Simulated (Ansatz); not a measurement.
# BiSb (model cell, started as layered BN type): a soft mode frozen in

Wanted: the energy along a soft mode of BiSb (model cell, started as layered BN type) and the structure at the end.

Calculated with Ansatz 0.2.0; DFT PBEsol, scalar-relativistic, plane waves, PAW.

This is a report of a sequence of runs, with most program output left out.

The structure was built from a prototype and need not be the compound's stable phase.

## 1. Starting point

It takes space group P6_3/mmc (No. 194, hexagonal). The conventional cell has a = 5.302 Å, b = 5.302 Å, c = 6.387 Å, α = 90.00°, β = 90.00°, γ = 120.00°. Nearest to Bi lie 5 Sb at 3.06 to 3.19 Å. Nearest to Sb lie 5 Bi at 3.06 to 3.19 Å. Farther neighbours are not listed.

## 2. Response at finite wavevector

The cell comes from relaxations at this level that are not shown. The mesh has a single point along some directions, so zone-edge points there are not solved. Linear response on a 2×2×1 q mesh gives force constants as far as a supercell of that size would.

The input, input.yaml:

```yaml
crystal:
  lattice:
    - [5.3020965773, 0.0, 0.0]
    - [-2.6510482886, 4.5917503293, 0.0]
    - [0.0, 0.0, 6.3871077809]
  atoms:
    - { symbol: Bi, position: [0.3333333333, 0.6666666667, 0.25] }
    - { symbol: Bi, position: [0.6666666667, 0.3333333333, 0.75] }
    - { symbol: Sb, position: [0.6666666667, 0.3333333333, 0.25] }
    - { symbol: Sb, position: [0.3333333333, 0.6666666667, 0.75] }
kpoints:
  mp_grid: { grid: [10, 10, 6] }
hamiltonian:
  xc: pbesol
scf:
  occupations: { method: methfessel_paxton, width: 0.15 }
output:
  eigenvalues: true
phonons:
  method: dfpt
  qmesh: [2, 2, 1]
  temperatures: { t_max: 1000, t_step: 50 }
  qpath:
    path:
      - [[0.0, 0.0, 0.0], [0.5, 0.0, 0.0], [0.33333333, 0.33333333, 0.0], [0.0, 0.0, 0.0], [0.0, 0.0, 0.5], [0.5, 0.0, 0.5], [0.33333333, 0.33333333, 0.5], [0.0, 0.0, 0.5]]
      - [[0.5, 0.0, 0.5], [0.5, 0.0, 0.0]]
      - [[0.33333333, 0.33333333, 0.5], [0.33333333, 0.33333333, 0.0]]
    npoints: 10
```

Command:

```sh
> ansatz run input.yaml --threads 4 --pin off --max-ram 7168MiB --backend cpu --events-out ev --progress --plain --runs-dir out
```

Elapsed: 99 s, on 4 threads of Intel Xeon 6975P-C (Granite Rapids), shared host; peak memory 2.2 GiB.

Numbers from this step:

```
volume per atom                                               : 38.87 Å³
gap on the k-mesh                                             : 0 eV
sum-rule residual before enforcement                          : 6.31e-5 eV/Å²
point group                                                   : 6/mmm
highest optical mode at the zone centre (no LO-TO term)       : 118.6 cm⁻¹
lowest optical zone-centre mode                               : -81.07 cm⁻¹
lowest mode on the q mesh (acoustic modes at Γ apart)         : -81.07 cm⁻¹
highest frequency at a solved wavevector (no LO-TO term at Γ) : 118.6 cm⁻¹
```

Frequencies (cm⁻¹) solved at each irreducible wavevector; negative means imaginary. Frequencies by wavevector, by row:

| q in reciprocal lattice units | star | mode 1 | mode 2 | mode 3 | mode 4 | mode 10 | mode 11 | mode 12 |
| --- | --- | --- | --- | --- | --- | --- | --- | --- |
| 0 0 0 | 1 | -81.1 | -16.7 | -16.7 | 0 | 100.1 | 118.6 | 118.6 |
| 0 -0.5 0 | 3 | -13 | 24.5 | 25.6 | 36 | 97.1 | 104.1 | 106.9 |

Symmetry leaves 2 wavevectors to solve. The lowest mode among them, the acoustic zeros apart, lies at Γ and is imaginary, 81.1i cm⁻¹, so the energy falls along it.

## 3. The mode frozen in, largest atomic shift 0 Å

The mode followed lies at Γ with frequency 16.7i cm⁻¹ and is 2-fold degenerate, one of the unstable modes though not the softest. At small amplitude the distorted cell has space group no. 63 by a symmetry search on the positions. The undistorted cell that holds it gives the zero of energy on the same k mesh.

input.yaml, the sections that differ from step 2:

```yaml
output:
  forces: true
  stress: true
  eigenvalues: true
# crystal, kpoints, hamiltonian, scf: as in step 2
# phonons: removed
```

Run time: 2.4 s. Hardware: 4 threads; peak memory 0.67 GiB; 8.6 s of CPU time.

Numbers from this step:

* pressure: 0.001336 GPa
* energy from the undistorted cell: 0 meV/atom

The run ends at a pressure of 0.00 GPa.

## 4. The mode frozen in, largest atomic shift 0.14 Å

The atoms are moved along the unstable eigenvector, the largest shift by 0.14 Å, with the cell fixed.

input.yaml, the sections that differ from step 3:

```yaml
crystal:
  lattice:
    - [5.3020965773, 0.0, 0.0]
    - [-2.6510482886, 4.5917503293, 0.0]
    - [0.0, 0.0, 6.3871077809]
  atoms:
    - { symbol: Bi, position: [0.3480581812, 0.6961163625, 0.25] }
    - { symbol: Bi, position: [0.6519418188, 0.3038836375, 0.75] }
    - { symbol: Sb, position: [0.681911398, 0.3638227959, 0.25] }
    - { symbol: Sb, position: [0.318088602, 0.6361772041, 0.75] }
# kpoints, hamiltonian, scf, output: as in step 3
```

It took 5.1 s on 4 threads; peak memory 0.87 GiB.

Numbers from this step:

```yaml
pressure: -0.09348 GPa
energy_from_the_undistorted_cell: -1.092 meV/atom
```

The energy, extrapolated to zero smearing, is -1.09 meV/atom against the undistorted cell.

The run ends at a pressure of -0.09 GPa, with forces up to 0.0066 eV/Å.

## 5. Energy along the mode, all amplitudes (two of the runs are shown above)

An imaginary frequency means negative curvature, so the energy should fall and then rise again as anharmonic terms take over.

This step gave:

* depth at the lowest point sampled: 1.092 meV/atom
* largest atomic shift at that point: 0.14 Å

Table of energy from the parent by largest shift of an atom, one sign:

| largest shift of an atom, one sign (Å) | energy from the parent (meV/atom) |
| --- | --- |
| 0.000 | 0 |
| 0.040 | -0.147 |
| 0.080 | -0.516 |
| 0.140 | -1.09 |
| 0.220 | -1.07 |
| 0.320 | 2.49 |
| 0.450 | 19.9 |

Displacement at unit largest shift by atom:

| atom | x (Å) | y (Å) | z (Å) | size |
| --- | --- | --- | --- | --- |
| Bi1 | 0.00 | 0.97 | 0.00 | 0.97 |
| Bi2 | 0.00 | -0.97 | 0.00 | 0.97 |
| Sb3 | 0.00 | 1.00 | 0.00 | 1.00 |
| Sb4 | 0.00 | -1.00 | 0.00 | 1.00 |

The lowest of the steps tried is at 0.14 Å, 1.09 meV/atom below the parent; the bottom of the well need not coincide with a step.

## 6. Relaxing from the distorted cell

Starting from the lowest point found, all atoms and the cell are let go, so that strain and other modes of the same symmetry can join in.

input.yaml, as its differences from that of step 4:

```diff
@@ -20 +20,6 @@
   eigenvalues: true
+relax:
+  adjacent_minimum: "off"
+  f_tol: 0.002
+  max_steps: 120
+  cell: { stress_tol: 0.03 }
```

Elapsed: 1.9 min, on 4 threads; peak memory 0.91 GiB.

The steps of the relaxation (22 of 24):

| step | energy less that of the first step (eV) | largest force component (eV/Å) | pressure (GPa) | volume (Å³) |
| --- | --- | --- | --- | --- |
| 1 | 0.0000 | 0.0066 | -0.09 | 155.50 |
| 2 | -0.0017 | 0.0135 | 0.03 | 154.90 |
| 3 | -0.0043 | 0.0152 | 0.05 | 154.30 |
| 4 | -0.0063 | 0.0191 | -0.03 | 154.42 |
| 5 | -0.0077 | 0.0177 | 0.02 | 154.08 |
| 6 | -0.0288 | 0.0983 | 0.29 | 151.97 |
| 8 | -0.1631 | 0.2169 | -0.26 | 145.81 |
| 9 | -0.2939 | 0.1571 | -0.78 | 140.26 |
| 10 | -0.4330 | 0.3509 | 0.24 | 131.58 |
| 11 | -0.5479 | 0.0461 | -0.67 | 126.77 |
| 12 | -0.3365 | 0.3031 | 3.20 | 118.47 |
| 13 | -0.5349 | 0.0551 | 1.50 | 121.82 |
| 14 | -0.5590 | 0.0691 | -0.09 | 124.99 |
| 15 | -0.5677 | 0.0626 | 0.05 | 124.36 |
| 16 | -0.5775 | 0.0564 | 0.15 | 123.82 |
| 17 | -0.5836 | 0.0160 | 0.12 | 123.85 |
| 19 | -0.5844 | 0.0009 | 0.00 | 124.09 |
| 20 | -0.5844 | 0.0002 | 0.00 | 124.09 |
| 21* | -0.6029 | 0.0002 | 0.32 | 124.09 |
| 22 | -0.6042 | 0.0007 | -0.23 | 125.25 |
| 23 | -0.6047 | 0.0004 | 0.00 | 124.74 |
| 24* | -0.6048 | 0.0004 | 0.00 | 124.74 |

Relaxation steps marked * repeat the geometry before them on a plane-wave basis chosen anew for their cell, so energy and pressure can jump there. Other such steps can lie between the rows shown. Relaxation steps 12, 13, 18 were tried and not accepted.

Forces are held to the 8 operations that the run works with; a distortion that breaks them can't arise in this run.

| cell as run | before | after | change |
| --- | --- | --- | --- |
| a (Å) | 5.302 | 6.304 | +18.9 % |
| b (Å) | 5.302 | 4.458 | -15.9 % |
| c (Å) | 6.387 | 6.278 | -1.7 % |
| γ (°) | 120.00 | 135.00 | +12.5 % |
| volume (Å³/atom) | 38.87 | 31.18 | -19.8 % |

The atoms that moved most (Å, as changes of fractional coordinates times the final cell):

| atom | dx | dy | dz | length |
| --- | --- | --- | --- | --- |
| Bi2 | 0.000 | 0.619 | 0.000 | 0.619 |
| Bi1 | 0.000 | -0.619 | 0.000 | 0.619 |
| Sb4 | 0.000 | -0.428 | 0.000 | 0.428 |
| Sb3 | 0.000 | 0.428 | 0.000 | 0.428 |

The relaxed structure:

```xyz
4
Lattice="6.3041 0.0000 0.0000 -3.1521 3.1520 0.0000 0.0000 0.0000 6.2775" Properties=species:S:1:pos:R:3 pbc="T T T"
Bi    0.0000    1.5749    1.5694
Bi    3.1521    1.5772    4.7081
Sb    3.1521    1.5752    1.5694
Sb    0.0000    1.5768    4.7081
```

Numbers from this step:

```
pressure        : 0.003075 GPa
volume per atom : 31.18 Å³
```

The distorted start has space group Cmcm; the relaxation ends in I4/mmm.

## 7. The new phase in its own primitive cell

The relaxed structure is symmetrised, reduced to its primitive cell and relaxed tightly, as its phonons need.

System of this step: BiSb (model cell, started as layered BN type). It takes space group I4/mmm (No. 139, tetragonal). The conventional cell has a = 4.458 Å, b = 4.458 Å, c = 6.278 Å, α = 90.00°, β = 90.00°, γ = 90.00°. Bi has 6 Sb at 3.14 to 3.15 Å nearest. Sb has 6 Bi at 3.14 to 3.15 Å nearest. Farther neighbours are not listed.

input.yaml, the sections that differ from step 6:

```yaml
crystal:
  lattice:
    - [-2.2288364236, 2.2288364236, 3.1387536532]
    - [2.2288364236, -2.2288364236, 3.1387536532]
    - [2.2288364236, 2.2288364236, -3.1387536532]
  atoms:
    - { symbol: Bi, position: [0.0, 0.0, 0.0] }
    - { symbol: Sb, position: [0.5, 0.5, 0.0] }
kpoints:
  mp_grid: { grid: [12, 12, 12] }
relax:
  adjacent_minimum: "off"
  f_tol: 0.001
  max_steps: 60
  cell: { stress_tol: 0.01 }
# hamiltonian, scf, output: as in step 6
```

Run time: 5.7 s. Hardware: 4 threads; peak memory 0.58 GiB.

Relaxation path:

| step | energy less that of the first step (eV) | largest force component (eV/Å) | pressure (GPa) | volume (Å³) |
| --- | --- | --- | --- | --- |
| 1 | 0.0000 | 0.0000 | -0.02 | 62.37 |
| 2 | -0.0003 | 0.0000 | 0.01 | 62.33 |
| 3 | -0.0003 | 0.0000 | 0.00 | 62.35 |
| 4* | -0.0003 | 0.0000 | 0.00 | 62.35 |

Relaxation steps marked * repeat the geometry before them on a plane-wave basis chosen anew for their cell, so energy and pressure can jump there.

The run keeps the 16 symmetry operations that it works with, so distortions that break them were not tested.

| cell as run | before | after | change |
| --- | --- | --- | --- |
| a (Å) | 4.448 | 4.451 | +0.1 % |
| b (Å) | 4.448 | 4.451 | +0.1 % |
| c (Å) | 4.448 | 4.451 | +0.1 % |
| α (°) | 119.86 | 120.00 | +0.1 % |
| β (°) | 119.86 | 120.00 | +0.1 % |
| γ (°) | 90.24 | 90.00 | -0.3 % |
| volume (Å³/atom) | 31.18 | 31.18 | -0.0 % |

The relaxed structure:

```xyz
2
Lattice="-2.2255 2.2255 3.1473 2.2255 -2.2255 3.1473 2.2255 2.2255 -3.1473" Properties=species:S:1:pos:R:3 pbc="T T T"
Bi    0.0000    0.0000    0.0000
Sb    0.0000    0.0000    3.1473
```

This step gave:

| Property | Result |
| --- | --- |
| pressure | -0.002047 GPa |

The forces vanish by symmetry and the pressure is -0.002 GPa, within the tolerances set. The cell now holds 31.18 Å³/atom.

## 8. Modes of the new phase, k-mesh 12×12×12

A relaxed structure may still be a saddle point, so its zone-centre modes are computed. No field response is asked, since the mesh shows no gap.

input.yaml, the sections that differ from step 7:

```yaml
crystal:
  lattice:
    - [-2.2254503708, 2.2254503708, 3.147341751]
    - [2.2254503708, -2.2254503708, 3.147341751]
    - [2.2254503708, 2.2254503708, -3.147341751]
  atoms:
    - { symbol: Bi, position: [0.0, 0.0, 0.0] }
    - { symbol: Sb, position: [0.5, 0.5, 0.0] }
output:
  eigenvalues: true
phonons:
  method: dfpt
# kpoints, hamiltonian, scf: as in step 7
# relax: removed
```

Run time: 21 s. Hardware: 4 threads; peak memory 1.3 GiB; 74 s of CPU time.

Numbers from this step:

- sum-rule residual before enforcement: 2.86e-5 eV/Å²
- point group: 4/mmm
- highest optical mode at the zone centre (no LO-TO term): -95.31 cm⁻¹
- lowest optical zone-centre mode: -95.33 cm⁻¹

Patterns of degenerate modes are one choice out of their space. Modes at Γ, with each element's share of the kinetic energy (negative means imaginary):

| mode | frequency (cm⁻¹) | symmetry | Bi % | Sb % |
| --- | --- | --- | --- | --- |
| 1 | -95.3 | T1u | 37 | 63 |
| 2 | -95.3 | T1u | 37 | 63 |
| 3 | -95.3 | T1u | 37 | 63 |
| 4 | 0.0 | acoustic | 63 | 37 |
| 5 | 0.0 | acoustic | 63 | 37 |
| 6 | 0.0 | acoustic | 63 | 37 |

Displacements in mode 3 (-95.3 cm⁻¹), the largest set to 1:
```
Bi1 -0.58  0.00  0.00
Sb2  1.00  0.00  0.00
```

Before it was imposed, the acoustic sum rule was missed by 2.9e-5 eV/Å². Small misses are needed for a sound result but don't prove that mesh and cutoff are converged. The lowest optical mode is imaginary, 95.3i cm⁻¹, so the energy falls along it.

## 9. Summary of results

| Quantity | Value |
| --- | --- |
| unstable mode of the parent | q = (0, 0, 0), 17i cm⁻¹ |
| depth at the lowest point sampled | 1.09 meV/atom |
| largest atomic shift at that point | 0.14 Å |
| space group reached (within 0.01 Å) | Fm-3m |
| energy gained over the parent (first relaxation, on the mesh of the frozen mode) | 152 meV/atom |
| volume per atom, phase reached | 31.2 Å³ |
| lowest optical zone-centre mode, phase reached | -95.3 cm⁻¹ |
| highest optical mode at the zone centre (no LO-TO term), phase reached | -95.3 cm⁻¹ |

From this start the structure relaxes into Fm-3m, 152 meV/atom below the parent. At the parent's cell the well is 1.092 meV/atom deep on the steps tried, with its lowest point at a shift of 0.14 Å. Relaxing atoms and cell changes the gain by +151.15 meV/atom against the lowest step (energies at zero smearing). Most of the total comes from this relaxation. The frozen pattern makes up only 0 % of the final shifts of the atoms, so other modes or strain give most of the change. The new phase still has an imaginary mode at the zone centre of its cell, so it is a saddle point on the way to a lower structure. Of the 3 patterns followed to their end from this parent, this one reaches the lowest energy. Each path keeps the symmetry of its pattern, so a lower phase may lie along a pattern not tried. The q mesh is too sparse to interpolate, so only the solved wavevectors are given. With no gap, or one that is small against the smearing, the frequencies hang on the k mesh and the smearing, most of all near Kohn anomalies. The volume moved by more than a tenth on the k mesh of the start, so the energy gain is rough. Spin-orbit coupling is left out, which can matter for the heavy elements here. A phonon run warned that its eigensolver left some bands unconverged in a pass. The starting cell was built on a prototype and not taken from a measurement, so the phase need not exist.

[Logs are printed without paths, hosts, clocks, repeated set-up lines and the standing remarks that a program may print on its own settings, such as how far it seeks lower states.]

[Hosts, paths, dates, database ids (printed as entryN), source tags and the programs' standing remarks are cut or masked in the printed files.]
